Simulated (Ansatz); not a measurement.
# Na on Au(111): change of the work function, part 3 of 3

How does Na on the fcc site change the work function of Au(111) as the layer fills?

Ansatz 0.2.0; plane-wave DFT, PBE, Ansatz PAW.

So far, work function, upper face (eV): step 2 (the clean slab) 5.16; step 3 (37 atoms, coverage 0.111 ML, cell 3x3) 2.93.

### 4. The covered slab, k-mesh 6×6×1, coverage 0.25 ML

System of this step: Na/Au(111). The cell holds 17 atoms: 16 Au and 1 Na. Cell: a = 5.770 Å, b = 5.770 Å, c = 27.919 Å, α = 90.0°, β = 90.0°, γ = 60.0°. Vacuum lies along c.

Another coverage, to see how the dipoles act on each other as their distance changes.

File input.yaml:

```yaml
crystal:
  lattice:
    - [5.7699913344, 0.0, 0.0]
    - [2.8849956672, 4.9969590752, 0.0]
    - [0.0, 0.0, 27.9191472086]
  atoms:
    - { symbol: Au, position: [0.0, 0.0, 0.3223594164] }
    - { symbol: Au, position: [0.1666666667, 0.1666666667, 0.4067312305] }
    - { symbol: Au, position: [0.3333333333, 0.3333333333, 0.4940191977] }
    - { symbol: Au, position: [0.0, 0.0, 0.5835453837] }
    - { symbol: Au, position: [0.0, 0.5, 0.3223594164] }
    - { symbol: Au, position: [0.1666666667, 0.6666666667, 0.4067312305] }
    - { symbol: Au, position: [0.3333333333, 0.8333333333, 0.4940191977] }
    - { symbol: Au, position: [0.0, 0.5, 0.5835453837] }
    - { symbol: Au, position: [0.5, 0.0, 0.3223594164] }
    - { symbol: Au, position: [0.6666666667, 0.1666666667, 0.4067312305] }
    - { symbol: Au, position: [0.8333333333, 0.3333333333, 0.4940191977] }
    - { symbol: Au, position: [0.5, 0.0, 0.5835453837] }
    - { symbol: Au, position: [0.5, 0.5, 0.3223594164] }
    - { symbol: Au, position: [0.6666666667, 0.6666666667, 0.4067312305] }
    - { symbol: Au, position: [0.8333333333, 0.8333333333, 0.4940191977] }
    - { symbol: Au, position: [0.5, 0.5, 0.5835453837] }
    - { symbol: Na, position: [0.1666666667, 0.1666666667, 0.6776405836] }
kpoints:
  mp_grid: { grid: [6, 6, 1] }
hamiltonian:
  xc: pbe
scf:
  occupations: { method: fermi_dirac, width: 0.1 }
  convergence: { dr2_threshold: 1.0e-08 }
efield:
  axis: 3
  dipole_correction: true
  ramp_position: 0.97
  ramp_width: 0.06
relax:
  f_tol: 0.02
  max_steps: 60
  constraints: [{ sites: [0, 1, 4, 5, 8, 9, 12, 13] }]
output:
  dos: { projected: true, e_range: [-8, 4] }
  write_potential: true
  write_density: true
  volumetric_format: npy
  elf: true
```

Started as:

```
ansatz run input.yaml --threads 4 --pin off --max-ram 16384MiB --backend cpu --events-out ev --progress --plain --runs-dir out
```

Numbers of over 12 decimals in the logs are rounded to 6 here.

The program printed:

```text
[...]
Crystal: 17 atoms, lattice volume = 804.976 Å³
Basis set: ecut = 420 eV, 15801 PW (Γ), exchange–correlation on 80×80×384 points (8 copies of the dense FFT grid, shifted against one another)
Bands: 188, of which v1, the nominal top of the filled ones, is band 157 counted from 1 (156 counted from 0)
Symmetry: 6 space group operations
[...]
k-points: 7 of 36 (time reversal used)
[...]
SCF iter   1: F=—  HF=-211874.036414 eV  |F-HF|=—  |Δ(HF+E_count)|=         —  Δρ=3.86e-3  dr2=4.31e0  ethr=1.77e-3  p=0.588 e·Å  D=1.32e-1 V/Å  ΔV_dip=-3.69 eV  dr2_dipole=8.31e-1  V_vac-E_F(+/−)=0.98/4.67 eV  ⟨swp⟩=6.6  Hψ=5129  notcnv=0  defer=66
[...]
SCF iter  13: F=-211873.842549 eV  HF=-211873.842549 eV  |F-HF|=9.02e-10  |Δ(HF+E_count)|=   1.53e-8  Δρ=2.60e-7  dr2=1.14e-9  ethr=3.19e-12  p=0.528 e·Å  D=1.19e-1 V/Å  ΔV_dip=-3.31 eV  dr2_dipole=2.57e-11  V_vac-E_F(+/−)=1.84/5.15 eV  ⟨swp⟩=8.9  Hψ=7653  notcnv=0
SCF 1 converged in 13 iterations: F = -211873.842549 eV  dr2 = 1.14e-9
[...]
relax step   1: F+E_penalty+E_count = -211873.84254864 eV  Δ(F+E_penalty+E_count) = +0.000e0 eV  max|allowed force component| = 5.952e-1 eV/Å  Δτ_max = 0.0000 Å  (13 SCF iters, accepted)
[...]
SCF iter  11: F=-211873.918297 eV  HF=-211873.918297 eV  |F-HF|=2.91e-11  |Δ(HF+E_count)|=   2.24e-8  Δρ=3.38e-7  dr2=1.84e-9  ethr=3.19e-12  p=0.547 e·Å  D=1.23e-1 V/Å  ΔV_dip=-3.43 eV  dr2_dipole=2.79e-11  V_vac-E_F(+/−)=1.73/5.16 eV  ⟨swp⟩=14.0  Hψ=8841  notcnv=0
SCF 2 converged in 11 iterations: F = -211873.918297 eV  dr2 = 1.84e-9
relax step   2: F+E_penalty+E_count = -211873.91829726 eV  Δ(F+E_penalty+E_count) = -7.575e-2 eV  max|allowed force component| = 4.466e-1 eV/Å  Δτ_max = 0.1603 Å  (11 SCF iters, accepted)
SCF iter   1: F=—  HF=-211873.957416 eV  |F-HF|=—  |Δ(HF+E_count)|=         —  Δρ=9.98e-4  dr2=1.11e-2  ethr=1.52e-4  p=0.547 e·Å  D=1.23e-1 V/Å  ΔV_dip=-3.43 eV  dr2_dipole=5.15e-4  V_vac-E_F(+/−)=1.74/5.17 eV  ⟨swp⟩=5.0  Hψ=3012  notcnv=0  defer=106
[...]
SCF iter   9: F=-211873.957175 eV  HF=-211873.957175 eV  |F-HF|=6.11e-10  |Δ(HF+E_count)|=   2.32e-8  Δρ=2.74e-7  dr2=2.35e-9  ethr=3.19e-12  p=0.550 e·Å  D=1.24e-1 V/Å  ΔV_dip=-3.45 eV  dr2_dipole=1.42e-10  V_vac-E_F(+/−)=1.70/5.16 eV  ⟨swp⟩=14.0  Hψ=8938  notcnv=0
SCF 3 converged in 9 iterations: F = -211873.957175 eV  dr2 = 2.35e-9
relax step   3: F+E_penalty+E_count = -211873.95717506 eV  Δ(F+E_penalty+E_count) = -3.888e-2 eV  max|allowed force component| = 1.407e-1 eV/Å  Δτ_max = 0.1902 Å  (9 SCF iters, accepted)
SCF iter   1: F=—  HF=-211873.964233 eV  |F-HF|=—  |Δ(HF+E_count)|=         —  Δρ=1.02e-3  dr2=7.49e-3  ethr=5.02e-6  p=0.550 e·Å  D=1.24e-1 V/Å  ΔV_dip=-3.45 eV  dr2_dipole=5.95e-4  V_vac-E_F(+/−)=1.70/5.15 eV  ⟨swp⟩=3.9  Hψ=3460  notcnv=0  defer=112
[...]
SCF iter   9: F=-211873.962922 eV  HF=-211873.962922 eV  |F-HF|=2.79e-9  |Δ(HF+E_count)|=   4.69e-9  Δρ=3.72e-7  dr2=2.55e-9  ethr=3.19e-12  p=0.550 e·Å  D=1.24e-1 V/Å  ΔV_dip=-3.45 eV  dr2_dipole=4.52e-10  V_vac-E_F(+/−)=1.70/5.15 eV  ⟨swp⟩=14.6  Hψ=9144  notcnv=0
SCF 4 converged in 9 iterations: F = -211873.962922 eV  dr2 = 2.55e-9
[...]
relax step   4: F+E_penalty+E_count = -211873.96292215 eV  Δ(F+E_penalty+E_count) = -5.747e-3 eV  max|allowed force component| = 9.218e-3 eV/Å  Δτ_max = 0.0378 Å  (9 SCF iters, accepted)
[...]
SCF converged after 9 iterations
Free energy (F): -211873.962922 eV
[...]
Internal energy: -211873.661459 eV  (E = F + TS)
E sigma→0 (E₀):  -211873.812191 eV
Entropy (-TS):   -0.301463 eV (-17.733 meV/atom)
Fermi energy:    4.922283 eV
Dipole field:    D = 0.123704 V/Å  (p = 0.550309 e·Å, saw-weighted, corrected)
Work function:   Φ+ = 1.6979 eV   Φ− = 5.1516 eV
[...]
--- Forces (eV/Å), atoms counted from 1 ---
  atom   1  Au     0.00201697     0.00116450    -0.50611709
  atom   2  Au     0.00000000     0.00000000     0.50914252
  atom   3  Au    -0.00736563    -0.00425255     0.00708628
  atom   4  Au     0.00798320     0.00460910     0.00462740
  atom   5  Au    -0.00000000    -0.00232899    -0.50611709
  atom   6  Au     0.01953471    -0.01127837     0.49347869
  atom   7  Au    -0.00000000     0.00850510     0.00708628
  atom   8  Au     0.00000000    -0.00921820     0.00462740
  atom   9  Au    -0.00201697     0.00116450    -0.50611709
  atom  10  Au     0.00000000     0.02255673     0.49347869
  atom  11  Au     0.00736563    -0.00425255     0.00708628
  atom  12  Au    -0.00798320     0.00460910     0.00462740
  atom  13  Au    -0.00000000     0.00000000    -0.50710418
  atom  14  Au    -0.01953471    -0.01127837     0.49347869
  atom  15  Au     0.00000000    -0.00000000     0.00813386
  atom  16  Au    -0.00000000    -0.00000000    -0.00151404
  atom  17  Na    -0.00000000    -0.00000000    -0.00590429
  max |Σ_I F_I| component: 2.03e-5 eV/Å
--- Band table (eV; the first three rows and the last of 7) ---
  k-point 0: bands = [... 153 lower, 4.8925, 4.8998, 4.8998, 5.6595, 5.8197, 5.8544, 5.8544, 6.1962, ... 27 higher]
  k-point 1: bands = [... 153 lower, 4.0152, 4.9189, 4.9230, 5.0312, 5.2048, 5.4462, 5.4628, 5.9044, ... 27 higher]
  k-point 2: bands = [... 153 lower, 3.9402, 4.3458, 4.9276, 4.9296, 5.4224, 5.4249, 5.8011, 6.0379, ... 27 higher]
  k-point 6: bands = [... 153 lower, 2.8034, 3.7378, 3.7447, 3.7477, 5.5355, 5.5945, 5.6443, 6.7032, ... 27 higher]
--- Relaxed structure (4 steps of the walk, 4 accepted, 0 SCFs on fresh bases) ---
  F+E_penalty+E_count = -211873.96292215 eV   max|allowed force component| = 9.218e-3 eV/Å
  atoms:
    - { symbol: Au, position: [-1.795949010449182e-17, -1.7959490104491818e-17, 0.322359] }
    - { symbol: Au, position: [0.166667, 0.166667, 0.4067312305] }
    - { symbol: Au, position: [0.333939, 0.333939, 0.494678] }
    - { symbol: Au, position: [-0.00160321, -0.00160321, 0.584631] }
    - { symbol: Au, position: [2.7755575615628914e-17, 0.500000, 0.322359] }
    - { symbol: Au, position: [0.166667, 0.666667, 0.4067312305] }
    - { symbol: Au, position: [0.333939, 0.832121, 0.494678] }
    - { symbol: Au, position: [-0.00160321, 0.503206, 0.584631] }
    - { symbol: Au, position: [0.500000, -1.7959490104491818e-17, 0.322359] }
    - { symbol: Au, position: [0.666667, 0.166667, 0.4067312305] }
    - { symbol: Au, position: [0.832121, 0.333939, 0.494678] }
    - { symbol: Au, position: [0.503206, -0.00160321, 0.584631] }
    - { symbol: Au, position: [0.500000, 0.500000, 0.322359] }
    - { symbol: Au, position: [0.666667, 0.666667, 0.4067312305] }
    - { symbol: Au, position: [0.833333, 0.833333, 0.493837] }
    - { symbol: Au, position: [0.500000, 0.500000, 0.590538] }
    - { symbol: Na, position: [0.166667, 0.166667, 0.668452] }
```

Run time: 2.7 min. Hardware: 4 threads of Arm Neoverse V1, shared host; peak memory 3.4 GiB.

The steps of the relaxation:

```tsv
step	energy less that of the first step (eV)	largest force component (eV/Å)
1	0.0000	0.5952
2	-0.0757	0.4466
3	-0.1146	0.1407
4	-0.1204	0.0092
```

The run keeps the 6 symmetry operations that it works with, so distortions that break them were not tested.

The atoms that moved most (Å):

```tsv
atom	dx	dy	dz	length
Na17	0.000	0.000	-0.257	0.257
Au16	0.000	0.000	0.195	0.195
Au4	-0.014	-0.008	0.030	0.034
Au12	0.014	-0.008	0.030	0.034
Au8	0.000	0.016	0.030	0.034
Au11	-0.005	0.003	0.018	0.019
Au7	0.000	-0.006	0.018	0.019
Au3	0.005	0.003	0.018	0.019
```

Final coordinates:

```xyz
17
Lattice="5.7700 0.0000 0.0000 2.8850 4.9970 0.0000 0.0000 0.0000 27.9191" Properties=species:S:1:pos:R:3
Au    0.0000    0.0000    9.0000
Au    1.4425    0.8328   11.3556
Au    2.8902    1.6687   13.8110
Au   -0.0139   -0.0080   16.3224
Au    1.4425    2.4985    9.0000
Au    2.8850    3.3313   11.3556
Au    4.3275    4.1581   13.8110
Au    1.4425    2.5145   16.3224
Au    2.8850    0.0000    9.0000
Au    4.3275    0.8328   11.3556
Au    5.7647    1.6687   13.8110
Au    2.8989   -0.0080   16.3224
Au    4.3275    2.4985    9.0000
Au    5.7700    3.3313   11.3556
Au    7.2125    4.1641   13.7875
Au    4.3275    2.4985   16.4873
Na    1.4425    0.8328   18.6626
```

Numbers from this step:

```yaml
energy_at_zero_smearing: -211873.8122 eV
work_function_upper_face: 1.698 eV
work_function_lower_face: 5.152 eV
dipole_along_the_normal: 0.5503 e·Å
step_between_the_vacuum_levels: -3.454 eV
```

Running mean over 2.356 Å of the planar mean; the ramp of the sawtooth is left out. The electron's electrostatic potential energy less the Fermi level by z:

z (Å), electron's electrostatic potential energy less the Fermi level (eV) and a bar from the least value:
```
      3.5       5.15 ##############################
      4.0       5.15 ##############################
      4.5       5.15 ##############################
      5.0       5.15 ##############################
      5.5       5.14 ##############################
      6.0       5.09 ##############################
      6.5       4.90 #############################
      7.0       4.09 ############################
      7.5       1.12 #####################
      8.0      -3.41 ###########
      8.5      -7.01 ####
      9.0      -8.24 #
      9.5      -8.51 
     10.0      -8.61 
     10.5      -8.66 
     11.0      -8.69 
     11.5      -8.61 
     12.0      -8.17 #
     12.5      -7.83 ##
     13.0      -7.98 ##
     13.5      -8.41 #
     14.0      -8.37 #
     14.5      -7.51 ###
     15.0      -6.80 ####
     15.5      -7.08 ###
     16.0      -8.01 #
     16.5      -8.12 #
     17.0      -6.76 ####
     17.5      -3.66 ###########
     18.0      -0.47 ##################
     18.5       0.96 #####################
     19.0       0.88 #####################
     19.5       0.80 #####################
     20.0       1.20 #####################
     20.5       1.51 ######################
     21.0       1.61 ######################
     21.5       1.65 ######################
     22.0       1.67 ######################
     22.5       1.69 ######################
     23.0       1.69 #######################
     23.5       1.69 #######################
     24.0       1.70 #######################
     24.5       1.70 #######################
```

The density of states has structure finer than the step of the table below, so its rows give means over 0.5 eV, whole bins alone (the curve runs from -8 to 1.98 eV). Peaks (eV: height): -4.21: 56.1, -4.03: 60.1, -3.49: 59.8, -3.01: 54.9, -2.95: 68.9, -2.26: 66.2, -2.08: 53.1.

The density of states by energy, zero at the Fermi level; means over each step:

```tsv
energy (eV)	density of states (states/eV a cell)
-7.5	2.68
-7.0	6.31
-6.5	14.2
-6.0	29.8
-5.5	22.5
-5.0	28.3
-4.5	35.5
-4.0	42.5
-3.5	34.3
-3.0	39.9
-2.5	37.0
-2.0	35.1
-1.5	7.87
-1.0	6.47
-0.5	3.22
0.0	7.79
0.5	5.92
1.0	3.91
1.5	8.28
```

Projected DOS per atom over height of the atomic layer and energy from the Fermi level. Layers: Au4 Au4 Au4 Au4 Na from below.

Ten even steps from '0' (0.01 states/eV) to '9' (3.25 states/eV), each cell a mean:
```
00000
00003
00002
00000
11111
00000
10010
11100
56530
77670
85690
74680
74470
98790
57760
44650
34440
57540
24310
12100
00000
00000
```
Columns: height of the atomic layer (Å) from 9 to 18.7 (not evenly spaced); rows upwards: energy from the Fermi level (eV) from -7.96 to 1.95.

Valence density in the ca plane at fractional y = 0.167, with atoms of Au and Na within 0.2 Å of it. It is the smooth field of the valence electrons, not physical close to the nuclei.

Values in units of 1e0 e/Å³, 8 rows by 16 columns, each cell a mean:
```
0.4 0.3 0.2 0.5 1.4 0.3 1.1 0.7 0.1 0.0 0.0 0.0 0.0 0.0 0.0 0.0
0.3 2.4 1.6 0.3 0.6 0.2 0.5 0.3 0.0 0.0 0.0 0.0 0.0 0.0 0.0 0.0
0.3 8.1 5.3 0.2 0.2 0.1 0.2 0.2 0.0 0.0 0.0 0.0 0.0 0.0 0.0 0.0
0.3 2.7 1.8 0.3 0.5 0.2 0.5 0.3 0.0 0.0 0.0 0.0 0.0 0.0 0.0 0.0
0.4 0.3 0.3 0.5 1.3 0.3 1.1 0.7 0.1 0.0 0.0 0.0 0.0 0.0 0.0 0.0
0.3 2.4 1.6 0.3 0.5 0.2 0.4 0.3 0.3 1.1 0.0 0.0 0.0 0.0 0.0 0.0
0.3 8.0 5.3 0.2 0.2 0.1 0.2 0.2 2.7 9.3 0.0 0.0 0.0 0.0 0.0 0.0
0.3 2.8 1.9 0.3 0.5 0.2 0.4 0.3 0.5 1.5 0.0 0.0 0.0 0.0 0.0 0.0
```
Columns run along c (16.0 Å, from fractional 0.34 to 0.92 of the cell), rows up along a (5.8 Å). Atoms in or near the plane, at fractional coordinates: Au at (0.41, 0.17), Au at (0.41, 0.67), Na at (0.67, 0.17).

ELF in the ca plane at fractional y = 0.167, with atoms of Au and Na within 0.2 Å of it. It is the smooth field of the valence electrons, not physical close to the nuclei.

Ten even steps from '0' (0.00) to '9' (0.72), each cell a mean:
```
42223322234554323455443100000011100000000000
42223322234554323455443321000110000000000000
32245543223443222344333221110000000000000000
22467875322332212233322111000000000000000000
22479985322222111223222110000000000000000000
22478975322222111233322111000000000000000000
32356764223333212333332211100000000000000000
32234432234554223455433321100000000000000000
42222222234554323455443210000011000000000000
32234432234554223444443101000011100000000000
22356764223333212333331156510001110000000000
22478975322222111223320576850001210000000000
22479985322222111223320564760001210000000000
22467875322332212233320377730001110000000000
32245543223443222344332023200001110000000000
```
Columns run along c (16.0 Å, from fractional 0.34 to 0.92 of the cell), rows up along a (5.8 Å). Atoms in or near the plane, at fractional coordinates: Au at (0.41, 0.17), Au at (0.41, 0.67), Na at (0.67, 0.17).

Electrostatic potential energy in the ca plane at fractional y = 0.167, with atoms of Au and Na within 0.2 Å of it. With pseudopotentials it is smooth inside the atoms' cores, unlike the true potential.

Ten even steps from '0' (-42 eV) to '9' (9 eV), each cell a mean:
```
79998899987447898755799999999999999999999999
79998899987447898755799999999999999999999999
89875468998778999877899999999999999999999999
99730016899899999999999999999999999999999999
99610004899999999999999999999999999999999999
99610005899999999999999999999999999999999999
99852137998889999888999999999999999999999999
89987789997567999766899999999999999999999999
79999999986447898645799999999999999999999999
89987789997567999766899988899999999999999999
99852137998889999988999865789999999999999999
99610004899999999999999610278999999999999999
99600004899999999999998500178999999999999999
99730016899999999999999732488999999999999999
89875468998778999877899987889999999999999999
```
Columns run along c (16.0 Å, from fractional 0.34 to 0.92 of the cell; values clipped at the 3rd and 97th percentile), rows up along a (5.8 Å). Atoms in or near the plane, at fractional coordinates: Au at (0.41, 0.17), Au at (0.41, 0.67), Na at (0.67, 0.17).

The relaxation took 4 steps and lowered the energy by 0.12 eV; the largest force on the free atoms ends at 0.0092 eV/Å.

By hand: a sheet of dipoles makes a step −p/(ε₀A) in the electron's potential. With e/ε₀ = 180.95 V·Å, p = 0.5503 e·Å and A = 28.83 Å², that is −180.95 × (0.5503) / 28.83 = -3.454 eV, and the two vacuum levels of the run differ by -3.454 eV.

The covered face has 1.70 eV, -3.46 eV against the clean one; the bare back face has moved by +0.06 eV, a measure of how thin the slab is.

### 5. Work function against coverage

This step: plane-wave DFT, PBE, Ansatz PAW; work function against coverage (Ansatz 0.2.0).

The runs are now put side by side.

Numbers from this step:

```
work function of the clean face     : 5.161 eV
largest change of the work function : -3.463 eV
```

Table of work function of the covered face by coverage:

```tsv
coverage (adsorbates/nm²)	work function of the covered face (eV)
0.00	5.16
1.54	2.93
3.47	1.70
```

The dipole per adsorbate comes from the change of the cell's dipole. Coverage, by row:

```tsv
coverage (1/nm²)	coverage (ML)	work function (eV)	change (eV)	dipole per adsorbate, positive end outwards (debye)	mean height of the added atoms over the highest substrate atom (Å)
1.541	0.1111	2.935	-2.227	3.85	2.341
3.468	0.25	1.698	-3.463	2.698	2.175
```

### 6. Outcome

```yaml
work_function_of_the_clean_face: 5.16 eV
work_function_at_0p11_ml: 2.93 eV
work_function_at_0p25_ml: 1.70 eV
dipole_per_adsorbate_at_0p11_ml_positive_end_outwards: 3.85 D
```

**Reading.** Na lowers the work function of Au(111) at the lowest coverage, by 2.23 eV: the adsorbate layer has its positive end outwards. The slab has 4 layers, at the tabulated experimental lattice constant, one starting site was run, and quantum-size effects of a slab this thin can reach one or two tenths of an eV.

[Logs are printed without paths, hosts, clocks, repeated set-up lines and the standing remarks that a program may print on its own settings, such as how far it seeks lower states.]

[Hosts, paths, dates, database ids (printed as entryN), source tags and the programs' standing remarks are cut or masked in the printed files.]

[Maps of the electrostatic potential energy from Ansatz leave out the sawtooth potential of an applied field or a dipole correction, so their vacuum need not be flat; planar profiles and work functions include it.]

[The density of states shown here was stored with 400 of the rows of the run's finer table, so its peaks can read low, often by over a quarter, or be missed, and its means over a window can be off by a tenth or more.]
